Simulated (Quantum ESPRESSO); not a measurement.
# AlNi (Pm-3m): from the cell to the phonon bands, part 4 of 4

How does AlNi (Pm-3m) vibrate, and is this structure a minimum?

Quantum ESPRESSO 7.5; DFT PBE, scalar-relativistic, plane waves, GBRV ultrasoft pseudopotentials.

So far, highest frequency (cm⁻¹): step 9 (interpolated phonon bands) 360.

The database entry behind the starting cell differs from later determinations by our own check (about 0.2 % short), so it need not match the best structure at ambient conditions.

### Step 12. Check by a frozen phonon

The atoms are moved along one mode, by 0.015 Å at most in any Cartesian component, and the restoring forces give its frequency without the response code: a check of the response kernel of this functional.

frozen.in reads:

```
&control
   calculation = 'scf'
   prefix = 'x'
   outdir = './tmp'
   pseudo_dir = './pseudo'
   tprnfor = .true.
/
&system
   ibrav = 1
   celldm(1) = 5.46725696
   nat = 2
   ntyp = 2
   ecutwfc = 45.0
   ecutrho = 270.0
   occupations = 'smearing'
   smearing = 'mv'
   degauss = 0.02
/
&electrons
   conv_thr = 1.0d-11
   mixing_beta = 0.7
   electron_maxstep = 100
/
ATOMIC_SPECIES
 Al     26.9815  Al.upf
 Ni     58.6934  Ni.upf
ATOMIC_POSITIONS crystal
 Al     0.005184664   0.000000000   0.000000000
 Ni     0.497616563   0.500000000   0.500000000
K_POINTS automatic
 12 12 12 0 0 0
```

Run with:

```bash
> OMP_NUM_THREADS=1 mpirun -n 4 pw.x -nk 4 -in frozen.in > frozen.out
```

The log of the run:

```text
[banners, grids, parts of the stress and lines that vanish by symmetry left out]
[banner, memory and clock lines left out]
Program PWSCF v.7.5

     G-vector sticks info

     bravais-lattice index     =            1
     lattice parameter (alat)  =       5.4673  a.u.
     unit-cell volume          =     163.4212 (a.u.)^3
     number of atoms/cell      =            2
     number of atomic types    =            2
     number of electrons       =        21.00
     number of Kohn-Sham states=           15
     kinetic-energy cutoff     =      45.0000  Ry
     charge density cutoff     =     270.0000  Ry
     scf convergence threshold =      1.0E-11
     mixing beta               =       0.7000
     number of iterations used =            8  plain     mixing
     Exchange-correlation=  SLA  PW   PBX  PBC
                           (   1   4   3   4   0   0   0)

     celldm(1)=   5.467257  celldm(2)=   0.000000  celldm(3)=   0.000000
     celldm(4)=   0.000000  celldm(5)=   0.000000  celldm(6)=   0.000000

     crystal axes: (cart. coord. in units of alat)
               a(1) = (   1.000000   0.000000   0.000000 )
               a(2) = (   0.000000   1.000000   0.000000 )
               a(3) = (   0.000000   0.000000   1.000000 )

     reciprocal axes: (cart. coord. in units 2 pi/alat)
               b(1) = (  1.000000  0.000000  0.000000 )
               b(2) = (  0.000000  1.000000  0.000000 )
               b(3) = (  0.000000  0.000000  1.000000 )

     PseudoPot. # 1 for Al read from file:
     ./pseudo/Al.upf
     Pseudo is Ultrasoft + core correction, Zval =  3.0
     Using radial grid of  893 points,  3 beta functions with:
                l(1) =   0
                l(2) =   1
                l(3) =   2
     Q(r) pseudized with  8 coefficients,  rinner =    0.900   0.900   0.900
                                                       0.900   0.900

     PseudoPot. # 2 for Ni read from file:
     ./pseudo/Ni.upf
     Pseudo is Ultrasoft + core correction, Zval = 18.0
     Using radial grid of  865 points,  6 beta functions with:
                l(1) =   0
                l(2) =   0
                l(3) =   1
                l(4) =   1
                l(5) =   2
                l(6) =   2
     Q(r) pseudized with 10 coefficients,  rinner =    0.980   0.980   0.980
                                                       0.980   0.980

     atomic species   valence    mass     pseudopotential
     Al                3.00    26.98150     Al( 1.00)
     Ni               18.00    58.69340     Ni( 1.00)

      8 Sym. Ops. (no inversion) found

   Cartesian axes

     site n.     atom                  positions (alat units)
         1        Al     tau(   1) = (   0.0051847   0.0000000   0.0000000  )
         2        Ni     tau(   2) = (   0.4976166   0.5000000   0.5000000  )

     number of k points=   196  Marzari-Vanderbilt smearing, width (Ry)=  0.0200

     Number of k-points >= 100: set verbosity='high' to print them.

     Dense  grid:    12197 G-vectors     FFT dimensions: (  30,  30,  30)

     Smooth grid:     6667 G-vectors     FFT dimensions: (  24,  24,  24)

     Check: negative core charge=   -0.000007

     Initial potential from superposition of free atoms

     starting charge      18.9975, renormalised to      21.0000
     Starting wfcs are   17 randomized atomic wfcs

     per-process dynamical memory:    23.6 Mb

     Self-consistent Calculation

     iteration #  1     ecut=    45.00 Ry     beta= 0.70
     Davidson diagonalization with overlap
     ethr =  1.00E-02,  avg # of iterations =  6.0

     total energy              =    -313.98498790 Ry
     estimated scf accuracy    <      54.79657803 Ry

     iteration #  2     ecut=    45.00 Ry     beta= 0.70
     Davidson diagonalization with overlap
     ethr =  1.00E-02,  avg # of iterations =  3.6

     total energy              =    -350.05975820 Ry
     estimated scf accuracy    <      76.85731079 Ry

     iteration #  3     ecut=    45.00 Ry     beta= 0.70
     Davidson diagonalization with overlap
     ethr =  1.00E-02,  avg # of iterations =  2.6

     total energy              =    -350.55578578 Ry
     estimated scf accuracy    <      14.31246799 Ry

     iteration #  4     ecut=    45.00 Ry     beta= 0.70
     Davidson diagonalization with overlap
     ethr =  1.00E-02,  avg # of iterations =  2.2

     total energy              =    -350.96600353 Ry
     estimated scf accuracy    <       4.22565164 Ry

     iteration #  5     ecut=    45.00 Ry     beta= 0.70
     Davidson diagonalization with overlap
     ethr =  1.00E-02,  avg # of iterations =  1.1

     total energy              =    -349.27393051 Ry
     estimated scf accuracy    <       3.63257736 Ry

     iteration #  6     ecut=    45.00 Ry     beta= 0.70
     Davidson diagonalization with overlap
     ethr =  1.00E-02,  avg # of iterations =  2.2

     total energy              =    -350.29337125 Ry
     estimated scf accuracy    <       1.48254599 Ry

     iteration #  7     ecut=    45.00 Ry     beta= 0.70
     Davidson diagonalization with overlap
     ethr =  7.06E-03,  avg # of iterations =  1.1

     total energy              =    -350.62631382 Ry
     estimated scf accuracy    <       1.88857582 Ry

     iteration #  8     ecut=    45.00 Ry     beta= 0.70
     Davidson diagonalization with overlap
     ethr =  7.06E-03,  avg # of iterations =  1.4

     total energy              =    -349.48318530 Ry
     estimated scf accuracy    <       6.05977884 Ry

     iteration #  9     ecut=    45.00 Ry     beta= 0.70
     Davidson diagonalization with overlap
     ethr =  7.06E-03,  avg # of iterations =  2.0

     total energy              =    -350.07697762 Ry
     estimated scf accuracy    <       0.01197845 Ry

     iteration # 10     ecut=    45.00 Ry     beta= 0.70
     Davidson diagonalization with overlap
     ethr =  5.70E-05,  avg # of iterations =  4.0

     total energy              =    -350.09291392 Ry
     estimated scf accuracy    <       0.05143402 Ry

     iteration # 11     ecut=    45.00 Ry     beta= 0.70
     Davidson diagonalization with overlap
     ethr =  5.70E-05,  avg # of iterations =  1.7

     total energy              =    -350.08756509 Ry
     estimated scf accuracy    <       0.09868952 Ry

     iteration # 12     ecut=    45.00 Ry     beta= 0.70
     Davidson diagonalization with overlap
     ethr =  5.70E-05,  avg # of iterations =  1.1

     total energy              =    -350.08734837 Ry
     estimated scf accuracy    <       0.05369405 Ry

     iteration # 13     ecut=    45.00 Ry     beta= 0.70
     Davidson diagonalization with overlap
     ethr =  5.70E-05,  avg # of iterations =  1.0

     total energy              =    -350.06992900 Ry
     estimated scf accuracy    <       0.04945175 Ry

     iteration # 14     ecut=    45.00 Ry     beta= 0.70
     Davidson diagonalization with overlap
     ethr =  5.70E-05,  avg # of iterations =  2.2

     total energy              =    -350.07933713 Ry
     estimated scf accuracy    <       0.01279191 Ry

[...]
total energy              =    -350.08071190 Ry
[...]
iteration # 20     ecut=    45.00 Ry     beta= 0.70
     Davidson diagonalization with overlap
     ethr =  4.91E-08,  avg # of iterations =  1.0

     total energy              =    -350.08071221 Ry
     estimated scf accuracy    <       0.00000249 Ry

     iteration # 21     ecut=    45.00 Ry     beta= 0.70
     Davidson diagonalization with overlap
     ethr =  1.19E-08,  avg # of iterations =  1.1

     total energy              =    -350.08071229 Ry
     estimated scf accuracy    <       0.00000055 Ry

     iteration # 22     ecut=    45.00 Ry     beta= 0.70
     Davidson diagonalization with overlap
     ethr =  2.62E-09,  avg # of iterations =  1.5

     total energy              =    -350.08071231 Ry
     estimated scf accuracy    <       0.00000007 Ry

     iteration # 23     ecut=    45.00 Ry     beta= 0.70
     Davidson diagonalization with overlap
     ethr =  3.44E-10,  avg # of iterations =  1.8

     total energy              =    -350.08071232 Ry
     estimated scf accuracy    <       0.00000001 Ry

     iteration # 24     ecut=    45.00 Ry     beta= 0.70
     Davidson diagonalization with overlap
     ethr =  5.70E-11,  avg # of iterations =  1.4

     total energy              =    -350.08071231 Ry
     estimated scf accuracy    <          3.9E-09 Ry

     iteration # 25     ecut=    45.00 Ry     beta= 0.70
     Davidson diagonalization with overlap
     ethr =  1.84E-11,  avg # of iterations =  1.1

     total energy              =    -350.08071232 Ry
     estimated scf accuracy    <          3.3E-11 Ry

     iteration # 26     ecut=    45.00 Ry     beta= 0.70
     Davidson diagonalization with overlap
     ethr =  1.59E-13,  avg # of iterations =  2.7

     End of self-consistent calculation

     Number of k-points >= 100: set verbosity='high' to print the bands.

     the Fermi energy is    13.6183 ev

!    total energy              =    -350.08071232 Ry
     estimated scf accuracy    <          3.1E-12 Ry
     smearing contrib. (-TS)   =       0.00081956 Ry
     internal energy E=F+TS    =    -350.08153188 Ry

     The total energy is F=E-TS. E is the sum of the following terms:
     one-electron contribution =    -264.58679966 Ry
     hartree contribution      =     143.17142102 Ry
     xc contribution           =     -40.01283044 Ry
     ewald contribution        =    -188.65332280 Ry

     convergence has been achieved in  26 iterations

     Forces acting on atoms (cartesian axes, Ry/au):

     atom    1 type  1   force =    -0.00485603    0.00000000    0.00000000
     atom    2 type  2   force =     0.00485603    0.00000000    0.00000000

     Total force =     0.006867     Total SCF correction =     0.000000

     XML data file, charge density, pseudopotentials, collected wavefunctions
```

Run time: 21 s. Hardware: 4 MPI ranks of Arm Neoverse V1, shared host.

Read from the output:

```
frequency from the forces      : 289.6 cm⁻¹
frequency from linear response : 289.6 cm⁻¹
```

The forces give 289.6 cm⁻¹ against 289.6 cm⁻¹ from linear response after the sum rule.

### Step 13. Outcome

```json
{"space group after relaxation": "Pm-3m", "volume per atom": "12.1 Å³", "highest optical zone-centre mode (no LO-TO term)": "289.6 cm⁻¹", "q mesh": "3×3×3", "lowest mode on the q mesh (acoustic ones at the zone centre apart)": "97.1 cm⁻¹", "zero-point energy per atom": "41.5 meV", "heat capacity at 300 K": "22.4 J/(mol atoms K)", "vibrational entropy at 300 K": "26.8 J/(mol atoms K)", "imaginary modes on the q mesh": "none"}
```

AlNi (Pm-3m) is dynamically stable on the 3×3×3 mesh; its spectrum reaches 360 cm⁻¹. At the PBE level the optical modes of AlNi (Pm-3m) at the zone centre lie at 290 cm⁻¹. Along axes with an odd number of divisions the mesh misses the zone-boundary points at one half, where instabilities often lie; those are only interpolated. These are harmonic frequencies at zero temperature: anharmonic shifts and linewidths and thermal expansion are left out. In a metal the frequencies hang on the k mesh and the smearing, most of all near Kohn anomalies. The runs are without spin polarisation, although the cell has an odd electron count or an open d or f shell, so a magnetic state was not tested. The λ that matdyn.x prints is not taken as a result: on such q meshes it can be far off, most of all in cells of several atoms. The q mesh stands for a supercell only 8.7 Å across, so branches between the solved wavevectors are rough.

[Host names and launcher messages were left out of these logs when they were recorded.]

[Logs are printed without paths, hosts, clocks, repeated set-up lines and the standing remarks that a program may print on its own settings, such as how far it seeks lower states.]

[Hosts, paths, dates, database ids (printed as entryN), source tags and the programs' standing remarks are cut or masked in the printed files.]
